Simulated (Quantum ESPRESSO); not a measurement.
## Si, diamond: band edges under a change of volume

How fast do the gaps move when the cell is scaled evenly?

Calculated with Quantum ESPRESSO 7.5, LDA, GBRV 1.5 ultrasoft potentials, cutoff 680 eV, Fermi–Dirac smearing 0.02 eV, k-mesh 9×9×9, no spin polarisation, no spin-orbit coupling.

Reference cell, relaxed at zero pressure with LDA (Fd-3m): a = 3.8186 Å, b = 3.8186 Å, c = 3.8186 Å, α = 60.00°, β = 60.00°, γ = 60.00°.

```
atom       x       y       z
  Si  0.5000  0.5000  0.5000
  Si  0.7500  0.7500  0.7500
```

Levels are read on the k-mesh and along lines from Γ to X = (0.5, 0, 0.5), L = (0.5, 0.5, 0.5), K = (0.375, 0.375, 0.75) and W = (0.5, 0.25, 0.75) in the reciprocal basis of this cell (the letters only name these points), and count from the highest filled level.

| ln(V/V0) | gap (eV) | direct gap at Γ (eV) | lowest empty along Γ–X (Γ left out) (eV) | lowest empty at K (eV) | lowest empty at L (eV) |
| --- | --- | --- | --- | --- | --- |
| −0.0619 | 0.331 | 2.559 | 0.331 | 0.994 | 1.708 |
| −0.0408 | 0.371 | 2.551 | 0.371 | 1.027 | 1.631 |
| −0.0202 | 0.409 | 2.543 | 0.409 | 1.057 | 1.556 |
| 0.0000 | 0.445 | 2.535 | 0.445 | 1.085 | 1.482 |
| 0.0392 | 0.511 | 2.518 | 0.511 | 1.136 | 1.341 |
| 0.0583 | 0.542 | 2.508 | 0.542 | 1.158 | 1.272 |

**Question.** Fit the lowest empty level at K and give it at ln(V/V0) = 0.0198, a row left out above.

A straight line through the 6 rows: the means are −0.004233 for ln(V/V0) and 1.0762 for the level, Σ(Δx)² = 0.01073 and ΣΔxΔy = 0.0146, so the slope is 0.0146/0.01073 = 1.36 and the intercept 1.0762 − (1.36)(−0.004233) = 1.0819.

The slope is the volume deformation potential of this gap, 1.36 eV, as a mean over the range. The line gives 1.109 eV. The run itself gives 1.112 eV, so the estimate misses by 0.003 eV; the fitted rows themselves lie up to 0.004 eV off the law.

The rows curve: the slope runs from 1.56 between the first two to 1.15 eV between the last two, so the line is a mean over the range.

The gap lies below the direct one at Γ in every row. Semilocal functionals give gaps that are too small, and the error differs from valley to valley, so the order of close valleys can be wrong too.

[Logs are printed without paths, hosts, clocks, repeated set-up lines and the standing remarks that a program may print on its own settings, such as how far it seeks lower states.]
